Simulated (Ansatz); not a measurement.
# Zn(0001) film, 1 layer, flat: channels in plane against thickness

How does quantum confinement change the conductance of Zn(0001) film, 1 layer, flat and thicker films?

Calculated with Ansatz 0.2.0; Ansatz plane-wave DFT, PBE, PAW files; ballistic transport by layer matching (Landauer), zero bias.

### 1. Set-up

The cell holds 2 atoms: 2 Zn. Its edges and angles: a = 11.000 Å, b = 2.665 Å, c = 4.616 Å, α = 90.0°, β = 90.0°, γ = 90.0°. It derives from Zn. Vacuum lies along a. The structure's axis is c.

As a file:

```cif
data_structure
_symmetry_space_group_name_H-M 'P 1'
_symmetry_Int_Tables_number 1
_cell_length_a 11.0000
_cell_length_b 2.6648
_cell_length_c 4.6156
_cell_angle_alpha 90.000
_cell_angle_beta 90.000
_cell_angle_gamma 90.000
_cell_volume 135.30
loop_
_atom_site_label
_atom_site_type_symbol
_atom_site_fract_x
_atom_site_fract_y
_atom_site_fract_z
_atom_site_occupancy
Zn1 Zn 0.40909 0.00000 0.00000 1
Zn2 Zn 0.40909 0.50000 0.50000 1
```

### 2. With 1 layer

Vacuum lies along the first vector, which takes one k-point, and the current runs in the film's plane. One period is a perfect wire, so its channels are the result. Energies from -0.27 to 0.27 eV in steps of 0.036 eV cover the slope of the Fermi function at 300 K, so the program can form a conductance.

File input.yaml:

```yaml
crystal:
  lattice:
    - [11.0, 0.0, 0.0]
    - [0.0, 2.6648, 0.0]
    - [0.0, 0.0, 4.615568992]
  atoms:
    - { symbol: Zn, position: [0.4090909091, 0.0, 0.0] }
    - { symbol: Zn, position: [0.4090909091, 0.5, 0.5] }
kpoints:
  mp_grid: { grid: [1, 16, 9] }
hamiltonian:
  xc: pbe
scf:
  occupations: { method: fermi_dirac, width: 0.1 }
output:
  transmission:
    leads: [[0, 0]]
    kmesh: [1, 46]
    e_range: [-0.27, 0.27]
    de: 0.036
```

The run is started by

```sh
$ ansatz run input.yaml --threads 4 --pin off --max-ram 8192MiB --backend cpu --events-out ev --progress --plain --runs-dir out
```

Numbers of over 12 decimals in the logs are rounded to 6 here.

What it wrote:

```text
Engine: ansatz 0.2.0, aarch64-unknown-linux-gnu
Pseudopotentials: kind: paw
Pseudopotential: Zn, paw, valence charge 12, recommended cutoff 420 eV (normal), Zn.paw.azcp
Functional definition: PBE
  parameter kappa = 0.804
  parameter beta = 0.066725
  exchange = pbe_x(kappa = kappa, mu = beta*pi^2/3)
  correlation = pbe_c(beta = beta)
Crystal: 2 atoms, lattice volume = 135.295 Å³
Basis set: ecut = 420 eV, 2651 PW (Γ)
Bands: 16, of which v1, the nominal top of the filled ones, is band 12 counted from 1 (11 counted from 0)
Symmetry: 16 space group operations
Space group: P6/mmm (ITA 191), of the structure as read, at distance tolerance 5.1e-5 Å
k-points: 45 of 144
Non-local potential: Zn, projectors of the file, l = 0: 2, l = 1: 2, l = 2: 3, l = 3: 1
PAW form: soft (Blöchl's): semilocal exchange-correlation on the pseudo side does not see the compensation charge
PAW one-centre angular grid: Zn, 590 points (default); XC on 64 Gauss nodes
Initial density: superposition of atomic densities (neutral atoms: chi_scale 0, normalization atom), corrected by the library's trained network
Initial wavefunctions: pseudopotential atomic-orbital guess
Functional: x = pbe(κ = 0.804, μ = 0.219515), c = pbe(β = 0.066725)
SCF iter   1: F=—  HF=-6637.375437 eV  |F-HF|=—  |Δ(HF+E_count)|=         —  Δρ=1.71e-3  dr2=2.31e-2  ethr=1.77e-3  ⟨swp⟩=6.8  Hψ=4160  notcnv=0
preconditioner: auto → LDOS  [metal: Δε(μ)=0.045 eV  Ē_g=10.089 eV  σ=0.100 eV  W_gap=0.11  n_scr=16 (ndim 8)  ℏωp=15.6 eV  f_vac=0.628  D(μ)=1.11/eV (n_scr^D=4)  β→1.0]
SCF iter   2: F=—  HF=-6637.370047 eV  |F-HF|=—  |Δ(HF+E_count)|=   5.39e-3  Δρ=5.81e-4  dr2=1.26e-3  ethr=9.64e-5  ⟨swp⟩=2.1  Hψ=1483  notcnv=0
SCF iter   3: F=—  HF=-6637.370301 eV  |F-HF|=—  |Δ(HF+E_count)|=   2.54e-4  Δρ=4.33e-4  dr2=1.94e-4  ethr=5.24e-6  ⟨swp⟩=2.3  Hψ=1329  notcnv=0
SCF iter   4: F=—  HF=-6637.370456 eV  |F-HF|=—  |Δ(HF+E_count)|=   1.56e-4  Δρ=7.18e-4  dr2=4.04e-4  ethr=8.08e-7  ⟨swp⟩=2.0  Hψ=1264  notcnv=0  recentre
SCF iter   5: F=—  HF=-6637.370245 eV  |F-HF|=—  |Δ(HF+E_count)|=   2.11e-4  Δρ=9.42e-5  dr2=9.68e-6  ethr=8.08e-7  ⟨swp⟩=2.0  Hψ=1262  notcnv=0
SCF iter   6: F=—  HF=-6637.370245 eV  |F-HF|=—  |Δ(HF+E_count)|=   4.54e-7  Δρ=6.08e-6  dr2=8.30e-8  ethr=4.17e-10  ⟨swp⟩=3.9  Hψ=3297  notcnv=0
SCF iter   7: F=-6637.370245 eV  HF=-6637.370245 eV  |F-HF|=7.65e-10  |Δ(HF+E_count)|=   6.76e-8  Δρ=5.80e-7  dr2=5.29e-10  ethr=3.46e-10  ⟨swp⟩=1.1  Hψ=2168  notcnv=0
SCF 1 converged in 7 iterations: F = -6637.370245 eV  dr2 = 5.29e-10
  greatest PAW one-centre occupation: 0.983 electrons in one spin orbital (limit 2), on the Zn atom at site 1 (counted from 0), in its partial waves of l = 2
transmission: 18 of 144 steps passed
transmission: 30 of 144 steps passed
[...]
transmission: 144 of 144 steps passed
SCF converged after 7 iterations
Free energy (F): -6637.370245 eV
Harris-Foulkes:  -6637.370245 eV  (|F-HF|=7.65e-10)
Internal energy: -6637.338264 eV  (E = F + TS)
E sigma→0 (E₀):  -6637.354255 eV
Entropy (-TS):   -0.031982 eV (-15.991 meV/atom)
Fermi energy:    -0.561486 eV
--- Per-component energies (eV) ---
  E_band       = -170.479183
  E_kinetic    = 259.376649
  E_local      = -8835.924884  (includes V_loc(G=0)·N_el)
  E_nonlocal   = 1221.466344
  E_hartree    = 4035.495445
  E_xc         = -272.935792
  E_vxc        = -101.680764  (∫ρ·V_xc dr)
  E_paw        = -3650.212227  (= ΣΔE_a)
  E_vpaw       = -784.707173  (= ΣTr[D̂ρ^β])
  E_aug_tail   = -0.000743  (compensation charges beyond the density's cutoff)
  E_ewald      = 605.396944
  E_smearing   = -0.031982  (= −TS)
  E_closure    = -0.000000  (closes the sum)
  Σ components = -6637.370245   (vs F -6637.370245, Δ=0.00e0)
--- Band table (eV; the first three rows and the last of 45) ---
  k-point 0: bands = [... 8 lower, -7.4071, -7.1492, -7.0837, -1.3877, -1.1813, 0.3801, 2.4772, 4.4358]
  k-point 1: bands = [... 8 lower, -7.4107, -7.1139, -7.1078, -2.1574, -1.2821, 1.5294, 2.5624, 4.3638]
  k-point 2: bands = [... 8 lower, -7.4209, -7.1767, -6.9946, -3.4711, -0.9707, 2.8181, 3.1835, 3.3599]
  k-point 44: bands = [... 8 lower, -7.0937, -7.0937, -1.2552, -1.2552, 0.5024, 0.5024, 5.0595, 5.0595]
--- Transmission ---
  basis      : 261 plane waves across, 6 finite elements along
  points     : 24, standing for a mesh of 1 x 46
  filling    : by the input's occupations and mesh, since the crystals that have channels conduct as metals do. If one of these is a semiconductor, that mesh has misplaced its level
  energies   : 16 from -0.270000 to 0.270000 eV about the Fermi level, 0.036000 eV apart; the leads are filled to 0.000000 eV, and channels, transmission and decay are at 0.018000 eV
  crystal 0  : Zn2, at the sites [0, 0], period 4.6156 Å: whole cells are its period
    offset         : up to 0.0000 Å between an atom of the period and one for which it stands
    filled         : 6.6 meV over the level at which it is neutral
    channels       : 1.021739e0 a spin
    conductance    : 2.6678e14 S/m² at 300 K; may be off by some 0.0 % by where its bands' edges are placed, 17.2 % from the k-mesh, 0.2 % from the distance to neutral
    slowest decay  : 0.1261 /Å at (0.0000, 0.4565)
```

Elapsed: 1.7 min, on 4 threads of Arm Neoverse V2, shared host; peak memory 0.86 GiB; 6.5 min of CPU time.

Numbers from this step:

| Quantity | Value |
| --- | --- |
| free energy | -6637.3702 eV |
| energy at zero smearing | -6637.3543 eV |
| Fermi energy | -0.5615 eV |
| cell area | 29.31 Å² |
| estimated errors of the lead's conductance | 0, 17.2, 0.2 % (band edges, k-mesh, distance from neutral) |
| lead conductance per cell | 1.009 G₀ |

Per spin. Open channels, zone mean, lead against energy, zero at the Fermi level:

```
energy (eV)  open channels, zone mean, lead
     -0.270                           0.978
     -0.234                           0.978
     -0.198                           0.978
     -0.162                           0.978
     -0.126                            1.02
     -0.090                            1.02
     -0.054                            1.02
     -0.018                            1.02
      0.018                            1.02
      0.054                           0.935
      0.090                           0.935
      0.126                           0.935
      0.162                           0.935
      0.198                           0.935
      0.234                           0.935
      0.270                           0.935
```

The program's largest error estimate for it is 17 %, from the k-mesh.

### 3. With 2 layers, thickness 4.947 A

The film grows to 2 layers.

System of this step: Zn(0001) film, 2 layers, flat. The cell holds 4 atoms: 4 Zn. Cell: a = 13.473 Å, b = 2.665 Å, c = 4.616 Å, α = 90.0°, β = 90.0°, γ = 90.0°. It derives from Zn. Vacuum lies along a. The structure's axis is c.

input.yaml, the sections that differ from step 2:

```yaml
crystal:
  lattice:
    - [13.47335, 0.0, 0.0]
    - [0.0, 2.6648, 0.0]
    - [0.0, 0.0, 4.615568992]
  atoms:
    - { symbol: Zn, position: [0.3339926596, 0.0, 0.0] }
    - { symbol: Zn, position: [0.3339926596, 0.5, 0.5] }
    - { symbol: Zn, position: [0.5175661584, 0.0, 0.3333333333] }
    - { symbol: Zn, position: [0.5175661584, 0.5, 0.8333333333] }
# kpoints, hamiltonian, scf, output: as in step 2
```

What it wrote:

```text
[...]
Crystal: 4 atoms, lattice volume = 165.716 Å³
Basis set: ecut = 420 eV, 3247 PW (Γ)
Bands: 29, of which v1, the nominal top of the filled ones, is band 24 counted from 1 (23 counted from 0)
Symmetry: 8 space group operations
[...]
k-points: 45 of 144
[...]
--- Transmission ---
  basis      : 317 plane waves across, 6 finite elements along
  points     : 24, standing for a mesh of 1 x 46
[...]
crystal 0  : Zn4, at the sites [0, 0], period 4.6156 Å: whole cells are its period
[...]
filled         : 32.2 meV over the level at which it is neutral
    channels       : 1.586957e0 a spin
[...]
slowest decay  : 0.0290 /Å at (0.0000, 0.4783)
[key lines of the parts left out:]
SCF converged after 7 iterations
Free energy (F): -13275.541406 eV
Fermi energy:    1.320002 eV
```

It took 3.7 min on 4 threads; peak memory 1.3 GiB.

Numbers from this step:

```
free energy                                : -13275.5414 eV
energy at zero smearing                    : -13275.5226 eV
Fermi energy                               : 1.320 eV
cell area                                  : 35.90 Å²
estimated errors of the lead's conductance : 0, 10.2, 2 % (band edges, k-mesh, distance from neutral)
lead conductance per cell                  : 1.624 G₀
```

Per spin. Table of open channels, zone mean, lead by energy, zero at the Fermi level:

```
energy (eV)  open channels, zone mean, lead
     -0.270                            1.67
     -0.234                            1.67
     -0.198                            1.67
     -0.162                            1.76
     -0.126                            1.72
     -0.090                            1.72
     -0.054                            1.63
     -0.018                            1.67
      0.018                            1.59
      0.054                             1.5
      0.090                            1.54
      0.126                            1.54
      0.162                            1.54
      0.198                            1.59
      0.234                            1.59
      0.270                            1.41
```

The lead conductance per cell is 1.62 G₀, 1.6 times the 1.01 G₀ of the last finished run.

### 4. With 3 layers, thickness 7.42 A

The film grows to 3 layers.

System of this step: Zn(0001) film, 3 layers, flat. The cell holds 6 atoms: 6 Zn. Its edges and angles: a = 15.947 Å, b = 2.665 Å, c = 4.616 Å, α = 90.0°, β = 90.0°, γ = 90.0°. It derives from Zn. Vacuum lies along a. The structure's axis is c.

input.yaml, the sections that differ from step 3:

```yaml
crystal:
  lattice:
    - [15.9467, 0.0, 0.0]
    - [0.0, 2.6648, 0.0]
    - [0.0, 0.0, 4.615568992]
  atoms:
    - { symbol: Zn, position: [0.2821900456, 0.0, 0.0] }
    - { symbol: Zn, position: [0.2821900456, 0.5, 0.5] }
    - { symbol: Zn, position: [0.437291101, 0.0, 0.3333333333] }
    - { symbol: Zn, position: [0.437291101, 0.5, 0.8333333333] }
    - { symbol: Zn, position: [0.5923921564, 0.0, 0.0] }
    - { symbol: Zn, position: [0.5923921564, 0.5, 0.5] }
# kpoints, hamiltonian, scf, output: as in step 3
```

What it wrote:

```text
[...]
Crystal: 6 atoms, lattice volume = 196.138 Å³
Basis set: ecut = 420 eV, 3847 PW (Γ)
Bands: 44, of which v1, the nominal top of the filled ones, is band 36 counted from 1 (35 counted from 0)
Symmetry: 8 space group operations
[...]
k-points: 45 of 144 (time reversal used)
[...]
k-point 44: bands = [... 32 lower, 1.4459, 1.4459, 1.6167, 1.6167, 3.5463, 3.5463, 4.3875, 4.3875, ... 4 higher]
--- Transmission ---
  basis      : 373 plane waves across, 6 finite elements along
  points     : 24, standing for a mesh of 1 x 46
[...]
crystal 0  : Zn6, at the sites [0, 0], period 4.6156 Å: whole cells are its period
[...]
filled         : 35.1 meV under the level at which it is neutral
    channels       : 2.282609e0 a spin
[...]
[key lines of the parts left out:]
SCF converged after 8 iterations
Free energy (F): -19913.707190 eV
Fermi energy:    2.800035 eV
```

Wall time 7.3 min (4 threads); peak memory 1.8 GiB.

This step gave:

| Property | Result |
| --- | --- |
| free energy | -19913.7072 eV |
| energy at zero smearing | -19913.6803 eV |
| Fermi energy | 2.800 eV |
| cell area | 42.49 Å² |
| estimated errors of the lead's conductance | 0, 15.2, 1.9 % (band edges, k-mesh, distance from neutral) |
| lead conductance per cell | 2.280 G₀ |

Per spin. Open channels, zone mean, lead against energy, zero at the Fermi level:

```
energy (eV)  open channels, zone mean, lead
     -0.270                            2.54
     -0.234                            2.41
     -0.198                            2.33
     -0.162                            2.24
     -0.126                            2.24
     -0.090                            2.33
     -0.054                            2.37
     -0.018                            2.33
      0.018                            2.28
      0.054                            2.24
      0.090                            2.11
      0.126                            2.07
      0.162                            1.98
      0.198                            2.02
      0.234                            2.02
      0.270                            1.98
```

The lead conductance per cell is 2.28 G₀, 40 % over the 1.62 G₀ of the last finished run.

### 5. With 4 layers, thickness 9.893 A

The film grows to 4 layers.

System of this step: Zn(0001) film, 4 layers, flat. The cell holds 8 atoms: 8 Zn. Cell: a = 18.420 Å, b = 2.665 Å, c = 4.616 Å, α = 90.0°, β = 90.0°, γ = 90.0°. It derives from Zn. Vacuum lies along a. The structure's axis is c.

input.yaml, the sections that differ from step 4:

```yaml
crystal:
  lattice:
    - [18.42005, 0.0, 0.0]
    - [0.0, 2.6648, 0.0]
    - [0.0, 0.0, 4.615568992]
  atoms:
    - { symbol: Zn, position: [0.2442990111, 0.0, 0.0] }
    - { symbol: Zn, position: [0.2442990111, 0.5, 0.5] }
    - { symbol: Zn, position: [0.378573891, 0.0, 0.3333333333] }
    - { symbol: Zn, position: [0.378573891, 0.5, 0.8333333333] }
    - { symbol: Zn, position: [0.5128487708, 0.0, 0.0] }
    - { symbol: Zn, position: [0.5128487708, 0.5, 0.5] }
    - { symbol: Zn, position: [0.6471236506, 0.0, 0.3333333333] }
    - { symbol: Zn, position: [0.6471236506, 0.5, 0.8333333333] }
# kpoints, hamiltonian, scf, output: as in step 4
```

What it wrote:

```text
[...]
Crystal: 8 atoms, lattice volume = 226.559 Å³
Basis set: ecut = 420 eV, 4439 PW (Γ)
Bands: 58, of which v1, the nominal top of the filled ones, is band 48 counted from 1 (47 counted from 0)
Symmetry: 8 space group operations
[...]
k-points: 45 of 144
[...]
k-point 44: bands = [... 44 lower, 2.4730, 2.4730, 2.7938, 2.7938, 4.5471, 4.5471, 5.0897, 5.0897, ... 6 higher]
--- Transmission ---
  basis      : 433 plane waves across, 6 finite elements along
  points     : 24, standing for a mesh of 1 x 46
[...]
crystal 0  : Zn8, at the sites [0, 0], period 4.6156 Å: whole cells are its period
[...]
filled         : 43.9 meV over the level at which it is neutral
    channels       : 2.500000e0 a spin
[...]
[key lines of the parts left out:]
SCF converged after 7 iterations
Free energy (F): -26551.800763 eV
Fermi energy:    4.054387 eV
```

Run time: 13 min. Hardware: 4 threads; peak memory 2.4 GiB.

This step gave:

| Item | Value |
| --- | --- |
| free energy | -26551.8008 eV |
| energy at zero smearing | -26551.7719 eV |
| Fermi energy | 4.054 eV |
| cell area | 49.09 Å² |
| estimated errors of the lead's conductance | 0, 10.9, 3.2 % (band edges, k-mesh, distance from neutral) |
| lead conductance per cell | 2.468 G₀ |

[end of part 1 of 2]

[Logs are printed without paths, hosts, clocks, repeated set-up lines and the standing remarks that a program may print on its own settings, such as how far it seeks lower states.]

[Hosts, paths, dates, database ids (printed as entryN), source tags and the programs' standing remarks are cut or masked in the printed files.]
